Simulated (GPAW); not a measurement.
# Settings that the conductance of bicyclo[2.2.2]octane-1,4-dithiol between two Al chains needs, part 4 of 4

How do the numerical settings move the conductance of bicyclo[2.2.2]octane-1,4-dithiol between two Al chains?

GPAW 26.7.0; GPAW LCAO, PAW setups; Landauer transmission from Green's functions with principal layers (ASE), zero bias.

So far. Step 19 (Varying the width of the vacuum box): The conductance, 0.0135 G₀, lies 15 % above that of the base run.

## 20. Varying the width of the vacuum box, box 10.1 Å

The cell differs from the one that the last finished run ended in (a 8.300 → 9.800 Å, b 8.589 → 10.089 Å).

run.py

```python
import json
import numpy as np
from ase import Atoms
from ase.transport.calculators import TransportCalculator
from gpaw import GPAW, FermiDirac
from gpaw.lcao.tools import get_lcao_hamiltonian
from scipy.linalg import eigh

# The junction with lead layers at both ends, along the third cell vector
device = Atoms(
    ['Al', 'Al', 'Al', 'Al', 'Al', 'Al', 'S', 'H', 'H', 'H', 'C', 'C', 'H', 'C', 'H', 'H', 'C', 'C', 'H', 'H', 'C', 'H', 'C', 'C', 'H', 'H', 'H', 'S', 'Al', 'Al', 'Al', 'Al', 'Al', 'Al'],
    positions=[
        [4.90007, 5.04471, 1.20000],
        [4.90007, 5.04471, 3.60000],
        [4.90007, 5.04471, 6.00000],
        [4.90007, 5.04471, 8.40000],
        [4.90007, 5.04471, 10.80000],
        [4.90007, 5.04471, 13.20000],
        [5.79719, 4.25895, 15.04872],
        [3.14126, 4.02360, 16.34431],
        [3.98661, 2.50002, 16.59600],
        [4.37692, 6.25890, 16.71240],
        [5.27061, 4.26180, 16.79424],
        [3.91864, 3.53760, 16.94819],
        [6.06470, 6.25851, 17.21307],
        [5.11908, 5.70844, 17.30520],
        [6.45740, 2.50137, 17.32994],
        [7.30013, 4.02652, 17.58153],
        [6.31991, 3.53866, 17.66230],
        [3.48021, 3.53868, 18.42341],
        [2.50000, 4.02656, 18.50418],
        [3.34271, 2.50139, 18.75577],
        [4.68107, 5.70844, 18.78052],
        [3.73547, 6.25853, 18.87265],
        [5.88149, 3.53758, 19.13751],
        [4.52953, 4.26181, 19.29147],
        [5.42324, 6.25889, 19.37332],
        [5.81350, 2.50000, 19.48970],
        [6.65888, 4.02357, 19.74140],
        [4.00294, 4.25896, 21.03699],
        [4.90007, 5.04471, 22.88571],
        [4.90007, 5.04471, 25.28571],
        [4.90007, 5.04471, 27.68571],
        [4.90007, 5.04471, 30.08571],
        [4.90007, 5.04471, 32.48571],
        [4.90007, 5.04471, 34.88571]],
    cell=[[9.80014, 0.0, 0.0], [0.0, 10.08942, 0.0], [0.0, 0.0, 36.08571]],
    pbc=True)

# One principal layer of the lead: the first 4 atoms of the device
lead = Atoms(
    ['Al', 'Al', 'Al', 'Al'],
    positions=[
        [4.90007, 5.04471, 1.20000],
        [4.90007, 5.04471, 3.60000],
        [4.90007, 5.04471, 6.00000],
        [4.90007, 5.04471, 8.40000]],
    cell=[[9.80014, 0.0, 0.0], [0.0, 10.08942, 0.0], [0.0, 0.0, 9.6]],
    pbc=True)

settings = dict(mode='lcao', basis='szp(dzp)', xc='LDA', h=0.2,
                occupations=FermiDirac(0.1), maxiter=250,
                mixer=dict(beta=0.1, nmaxold=8, weight=100.0),
                convergence=dict(density=0.0001))
energies = np.arange(-2, 2 + 1e-9, 0.05)
eta = 0.0001
n1, n2 = 1, 1
# k and -k transmit alike, so half of the mesh across the current serves
mesh = [(i, j) for i in range(n1) for j in range(n2) if (i, j) <= (-i % n1, -j % n2)]
weights = np.array([1 if (i, j) == (-i % n1, -j % n2) else 2 for i, j in mesh]) / (n1 * n2)

# [... helper functions left out ...]
fermi_lead = ground_state(lead, (1, 1, 12), 'lead.txt')
fermi_device = ground_state(device, (1, 1, 2), 'device.txt')
# [... loop over the mesh left out, but for ...]
        # Shift the lead onto the potential of the device's first layer
        shift = ((H[:, 0, 0] - H0[:, 0, 0]) / S0[0, 0]).real.mean()
# [...]
kT = 8.617333e-5 * 300
bias = [0.1, 0.2, 0.5, 1.0, 1.5, 2.0]
# [... integrals and printing left out ...]
```

The run is started by

```
$ OMP_NUM_THREADS=1 OPENBLAS_NUM_THREADS=2 python run.py
```

The log of the run:

```text
basis functions: device 246, principal layer 36
Fermi level: lead -3.9265 eV, device -3.4760 eV; lead shifted by -0.0066 eV
largest coupling past the next layer 1.26e-15 eV, largest misfit of the first layer 0.040 eV
  E-E_F (eV)   T (one spin)  [channel counts left out]
    -2.000    9.0329e-05
    -1.950    6.5126e-05
    -1.900    4.6455e-05
[...]
1.950    7.2966e-02
     2.000    7.5573e-02
conductance at 300 K: 0.012257 G0 a cell; thermopower 12.44 uV/K
current from the zero-bias T(E) at 0.1 V: 0.094234 uA
current from the zero-bias T(E) at 0.2 V: 0.18413 uA
current from the zero-bias T(E) at 0.5 V: 0.3944 uA
current from the zero-bias T(E) at 1.0 V: 0.58938 uA
current from the zero-bias T(E) at 1.5 V: 0.88414 uA
current from the zero-bias T(E) at 2.0 V: 1.3235 uA
```

Run time: 58 s. Hardware: 2 threads of Arm Neoverse V1, shared host; peak memory 1.4 GiB.

One spin. Table of transmission, zone mean by energy, zero at the Fermi level:

```tsv
energy (eV)	transmission, zone mean
-2.00	9.0e-5
-1.90	4.6e-5
-1.80	2.3e-5
-1.70	9.9e-6
-1.55	2.0e-6
-1.45	3.3e-7
-1.35	0
-1.25	0
-1.15	0
-1.05	0
-0.90	0
-0.80	0
-0.70	0
-0.60	0
-0.50	0
-0.40	5.3e-11
-0.25	0.00921
-0.15	0.0125
-0.05	0.0135
0.00	0.0126
0.05	0.0111
0.15	0.00760
0.25	0.00411
0.40	0.00564
0.45	0.0179
0.50	0.0130
0.60	0.0161
0.70	0.0184
0.80	0.0204
0.90	0.0232
1.05	0.0283
1.15	0.0322
1.25	0.0364
1.35	0.0410
1.45	0.0459
1.55	0.0511
1.70	0.0593
1.80	0.0648
1.90	0.0703
2.00	0.0756
```

The conductance, 0.0123 G₀, lies 5.0 % above that of the base run.

## 21. Width of the vacuum box, box 13.3 × 13.6 Å

The cell differs from the one that the last finished run ended in (a 9.800 → 13.300 Å, b 10.089 → 13.589 Å).

run.py

```python
import json
import numpy as np
from ase import Atoms
from ase.transport.calculators import TransportCalculator
from gpaw import GPAW, FermiDirac
from gpaw.lcao.tools import get_lcao_hamiltonian
from scipy.linalg import eigh

# The junction with lead layers at both ends, along the third cell vector
device = Atoms(
    ['Al', 'Al', 'Al', 'Al', 'Al', 'Al', 'S', 'H', 'H', 'H', 'C', 'C', 'H', 'C', 'H', 'H', 'C', 'C', 'H', 'H', 'C', 'H', 'C', 'C', 'H', 'H', 'H', 'S', 'Al', 'Al', 'Al', 'Al', 'Al', 'Al'],
    positions=[
        [6.65007, 6.79471, 1.20000],
        [6.65007, 6.79471, 3.60000],
        [6.65007, 6.79471, 6.00000],
        [6.65007, 6.79471, 8.40000],
        [6.65007, 6.79471, 10.80000],
        [6.65007, 6.79471, 13.20000],
        [7.54719, 6.00895, 15.04872],
        [4.89126, 5.77360, 16.34431],
        [5.73661, 4.25002, 16.59600],
        [6.12692, 8.00890, 16.71240],
        [7.02061, 6.01180, 16.79424],
        [5.66864, 5.28760, 16.94819],
        [7.81470, 8.00851, 17.21307],
        [6.86908, 7.45844, 17.30520],
        [8.20740, 4.25137, 17.32994],
        [9.05013, 5.77652, 17.58153],
        [8.06991, 5.28866, 17.66230],
        [5.23021, 5.28868, 18.42341],
        [4.25000, 5.77656, 18.50418],
        [5.09271, 4.25139, 18.75577],
        [6.43107, 7.45844, 18.78052],
        [5.48547, 8.00853, 18.87265],
        [7.63149, 5.28758, 19.13751],
        [6.27953, 6.01181, 19.29147],
        [7.17324, 8.00889, 19.37332],
        [7.56350, 4.25000, 19.48970],
        [8.40888, 5.77357, 19.74140],
        [5.75294, 6.00896, 21.03699],
        [6.65007, 6.79471, 22.88571],
        [6.65007, 6.79471, 25.28571],
        [6.65007, 6.79471, 27.68571],
        [6.65007, 6.79471, 30.08571],
        [6.65007, 6.79471, 32.48571],
        [6.65007, 6.79471, 34.88571]],
    cell=[[13.30014, 0.0, 0.0], [0.0, 13.58942, 0.0], [0.0, 0.0, 36.08571]],
    pbc=True)

# One principal layer of the lead: the first 4 atoms of the device
lead = Atoms(
    ['Al', 'Al', 'Al', 'Al'],
    positions=[
        [6.65007, 6.79471, 1.20000],
        [6.65007, 6.79471, 3.60000],
        [6.65007, 6.79471, 6.00000],
        [6.65007, 6.79471, 8.40000]],
    cell=[[13.30014, 0.0, 0.0], [0.0, 13.58942, 0.0], [0.0, 0.0, 9.6]],
    pbc=True)

settings = dict(mode='lcao', basis='szp(dzp)', xc='LDA', h=0.2,
                occupations=FermiDirac(0.1), maxiter=250,
                mixer=dict(beta=0.1, nmaxold=8, weight=100.0),
                convergence=dict(density=0.0001))
energies = np.arange(-2, 2 + 1e-9, 0.05)
eta = 0.0001
n1, n2 = 1, 1
# k and -k transmit alike, so half of the mesh across the current serves
mesh = [(i, j) for i in range(n1) for j in range(n2) if (i, j) <= (-i % n1, -j % n2)]
weights = np.array([1 if (i, j) == (-i % n1, -j % n2) else 2 for i, j in mesh]) / (n1 * n2)

# [... helper functions left out ...]
fermi_lead = ground_state(lead, (1, 1, 12), 'lead.txt')
fermi_device = ground_state(device, (1, 1, 2), 'device.txt')
# [... loop over the mesh left out, but for ...]
        # Shift the lead onto the potential of the device's first layer
        shift = ((H[:, 0, 0] - H0[:, 0, 0]) / S0[0, 0]).real.mean()
# [...]
kT = 8.617333e-5 * 300
bias = [0.1, 0.2, 0.5, 1.0, 1.5, 2.0]
# [... integrals and printing left out ...]
```

The log of the run:

```text
basis functions: device 246, principal layer 36
Fermi level: lead -4.3586 eV, device -4.0050 eV; lead shifted by -0.0030 eV
largest coupling past the next layer 1.60e-15 eV, largest misfit of the first layer 0.039 eV
  E-E_F (eV)   T (one spin)  [channel counts left out]
    -2.000    1.0570e-04
    -1.950    7.6053e-05
    -1.900    5.4183e-05
[...]
1.950    6.8392e-02
     2.000    7.1004e-02
conductance at 300 K: 0.011175 G0 a cell; thermopower 12.06 uV/K
current from the zero-bias T(E) at 0.1 V: 0.085968 uA
current from the zero-bias T(E) at 0.2 V: 0.16819 uA
current from the zero-bias T(E) at 0.5 V: 0.35911 uA
current from the zero-bias T(E) at 1.0 V: 0.5382 uA
current from the zero-bias T(E) at 1.5 V: 0.79701 uA
current from the zero-bias T(E) at 2.0 V: 1.1911 uA
```

Run time: 76 s. Hardware: 2 threads; peak memory 2.2 GiB.

The conductance, 0.0112 G₀, lies 4.3 % below that of the base run.

## 22. Varying the width of the vacuum box, box 15.3 × 15.6 Å

The cell differs from the one that the last finished run ended in (a 13.300 → 15.300 Å, b 13.589 → 15.589 Å).

run.py

```python
import json
import numpy as np
from ase import Atoms
from ase.transport.calculators import TransportCalculator
from gpaw import GPAW, FermiDirac
from gpaw.lcao.tools import get_lcao_hamiltonian
from scipy.linalg import eigh

# The junction with lead layers at both ends, along the third cell vector
device = Atoms(
    ['Al', 'Al', 'Al', 'Al', 'Al', 'Al', 'S', 'H', 'H', 'H', 'C', 'C', 'H', 'C', 'H', 'H', 'C', 'C', 'H', 'H', 'C', 'H', 'C', 'C', 'H', 'H', 'H', 'S', 'Al', 'Al', 'Al', 'Al', 'Al', 'Al'],
    positions=[
        [7.65007, 7.79471, 1.20000],
        [7.65007, 7.79471, 3.60000],
        [7.65007, 7.79471, 6.00000],
        [7.65007, 7.79471, 8.40000],
        [7.65007, 7.79471, 10.80000],
        [7.65007, 7.79471, 13.20000],
        [8.54719, 7.00895, 15.04872],
        [5.89126, 6.77360, 16.34431],
        [6.73661, 5.25002, 16.59600],
        [7.12692, 9.00890, 16.71240],
        [8.02061, 7.01180, 16.79424],
        [6.66864, 6.28760, 16.94819],
        [8.81470, 9.00851, 17.21307],
        [7.86908, 8.45844, 17.30520],
        [9.20740, 5.25137, 17.32994],
        [10.05013, 6.77652, 17.58153],
        [9.06991, 6.28866, 17.66230],
        [6.23021, 6.28868, 18.42341],
        [5.25000, 6.77656, 18.50418],
        [6.09271, 5.25139, 18.75577],
        [7.43107, 8.45844, 18.78052],
        [6.48547, 9.00853, 18.87265],
        [8.63149, 6.28758, 19.13751],
        [7.27953, 7.01181, 19.29147],
        [8.17324, 9.00889, 19.37332],
        [8.56350, 5.25000, 19.48970],
        [9.40888, 6.77357, 19.74140],
        [6.75294, 7.00896, 21.03699],
        [7.65007, 7.79471, 22.88571],
        [7.65007, 7.79471, 25.28571],
        [7.65007, 7.79471, 27.68571],
        [7.65007, 7.79471, 30.08571],
        [7.65007, 7.79471, 32.48571],
        [7.65007, 7.79471, 34.88571]],
    cell=[[15.30014, 0.0, 0.0], [0.0, 15.58942, 0.0], [0.0, 0.0, 36.08571]],
    pbc=True)

# One principal layer of the lead: the first 4 atoms of the device
lead = Atoms(
    ['Al', 'Al', 'Al', 'Al'],
    positions=[
        [7.65007, 7.79471, 1.20000],
        [7.65007, 7.79471, 3.60000],
        [7.65007, 7.79471, 6.00000],
        [7.65007, 7.79471, 8.40000]],
    cell=[[15.30014, 0.0, 0.0], [0.0, 15.58942, 0.0], [0.0, 0.0, 9.6]],
    pbc=True)

settings = dict(mode='lcao', basis='szp(dzp)', xc='LDA', h=0.2,
                occupations=FermiDirac(0.1), maxiter=250,
                mixer=dict(beta=0.1, nmaxold=8, weight=100.0),
                convergence=dict(density=0.0001))
energies = np.arange(-2, 2 + 1e-9, 0.05)
eta = 0.0001
n1, n2 = 1, 1
# k and -k transmit alike, so half of the mesh across the current serves
mesh = [(i, j) for i in range(n1) for j in range(n2) if (i, j) <= (-i % n1, -j % n2)]
weights = np.array([1 if (i, j) == (-i % n1, -j % n2) else 2 for i, j in mesh]) / (n1 * n2)

# [... helper functions left out ...]
fermi_lead = ground_state(lead, (1, 1, 12), 'lead.txt')
fermi_device = ground_state(device, (1, 1, 2), 'device.txt')
# [... loop over the mesh left out, but for ...]
        # Shift the lead onto the potential of the device's first layer
        shift = ((H[:, 0, 0] - H0[:, 0, 0]) / S0[0, 0]).real.mean()
# [...]
kT = 8.617333e-5 * 300
bias = [0.1, 0.2, 0.5, 1.0, 1.5, 2.0]
# [... integrals and printing left out ...]
```

The log of the run:

```text
basis functions: device 246, principal layer 36
Fermi level: lead -4.4850 eV, device -4.1597 eV; lead shifted by -0.0012 eV
largest coupling past the next layer 1.72e-15 eV, largest misfit of the first layer 0.039 eV
  E-E_F (eV)   T (one spin)  [channel counts left out]
    -2.000    1.1060e-04
    -1.950    7.9532e-05
    -1.900    5.6640e-05
[...]
1.950    6.7147e-02
     2.000    6.9764e-02
conductance at 300 K: 0.010909 G0 a cell; thermopower 12.33 uV/K
current from the zero-bias T(E) at 0.1 V: 0.083953 uA
current from the zero-bias T(E) at 0.2 V: 0.16441 uA
current from the zero-bias T(E) at 0.5 V: 0.35079 uA
current from the zero-bias T(E) at 1.0 V: 0.52504 uA
current from the zero-bias T(E) at 1.5 V: 0.77529 uA
current from the zero-bias T(E) at 2.0 V: 1.1575 uA
```

Wall time 88 s (2 threads); peak memory 2.6 GiB.

One spin. Table of transmission, zone mean by energy, zero at the Fermi level:

```tsv
energy (eV)	transmission, zone mean
-2.00	1.1e-4
-1.90	5.7e-5
-1.80	2.8e-5
-1.70	1.2e-5
-1.55	2.5e-6
-1.45	4.6e-7
-1.35	0
-1.25	0
-1.15	0
-1.05	0
-0.90	0
-0.80	0
-0.70	0
-0.60	0
-0.50	0
-0.40	3.9e-11
-0.25	0.00709
-0.15	0.0111
-0.10	0.0121
-0.05	0.0120
0.00	0.0111
0.05	0.00988
0.15	0.00705
0.25	0.00410
0.40	0.00428
0.50	0.0162
0.60	0.0121
0.70	0.0159
0.80	0.0177
0.90	0.0202
1.05	0.0250
1.15	0.0287
1.25	0.0328
1.35	0.0371
1.45	0.0417
1.55	0.0465
1.70	0.0541
1.80	0.0593
1.90	0.0645
2.00	0.0698
```

The conductance, 0.0109 G₀, lies 6.6 % below that of the base run.

## 23. Convergence in the width of the vacuum box

The runs and the base run on one axis.

This step: convergence of the conductance (GPAW 26.7.0).

Conductance against width of the vacuum box:

```tsv
width of the vacuum box (Å)	conductance (G₀)
7.30	0.0158
8.30	0.0135
9.80	0.0123
11.30	0.0117
13.30	0.0112
15.30	0.0109
```

## 24. What came out

```
conductance at the base settings                       : 0.0117 G₀
range over the periods in a principal layer (2 to 5)   : 0.0117 to 0.0118 G₀
range over the grid spacing (0.14 to 0.3 Å)            : 0.0116 to 0.0117 G₀
range over the density threshold (1.0e-6 to 0.1)       : 0.0117 to 0.0120 G₀
range over the width of the vacuum box (7.3 to 15.3 Å) : 0.0109 to 0.0158 G₀
```

In words: At the base settings the conductance, averaged at 300 K, is 0.0117 G₀. In the periods in a principal layer, no value tried moves the conductance by 3 %. In the grid spacing, no value tried moves the conductance by 3 %. In the density threshold, no value tried moves the conductance by 3 %. In the width of the vacuum box, 13.3 Å already gives the conductance within 3 % of the finest value tried; currents at finite bias may need more. The thresholds 0.01 and 0.1 ended after the same number of SCF steps: the energy test stopped those runs, so they are one result, not a plateau. Over the ranges tried, the width of the vacuum box moves it most, counted as a ratio. The geometry was built from estimated bond lengths and not relaxed, so the numbers describe this model structure. Semilocal functionals put molecular levels too near the Fermi level, so such conductances usually come out too high, and chain electrodes have a sharper density of states than real ones. An evenly spaced straight chain is an idealisation: free chains tend to dimerise, zigzag or, where a band edge lies near the Fermi level, turn magnetic. The currents use the zero-bias T(E) throughout, which holds only while the bias is small against the distance to the nearest feature.

[Logs are printed without paths, hosts, clocks, repeated set-up lines and the standing remarks that a program may print on its own settings, such as how far it seeks lower states.]

[Hosts, paths, dates, database ids (printed as entryN), source tags and the programs' standing remarks are cut or masked in the printed files.]
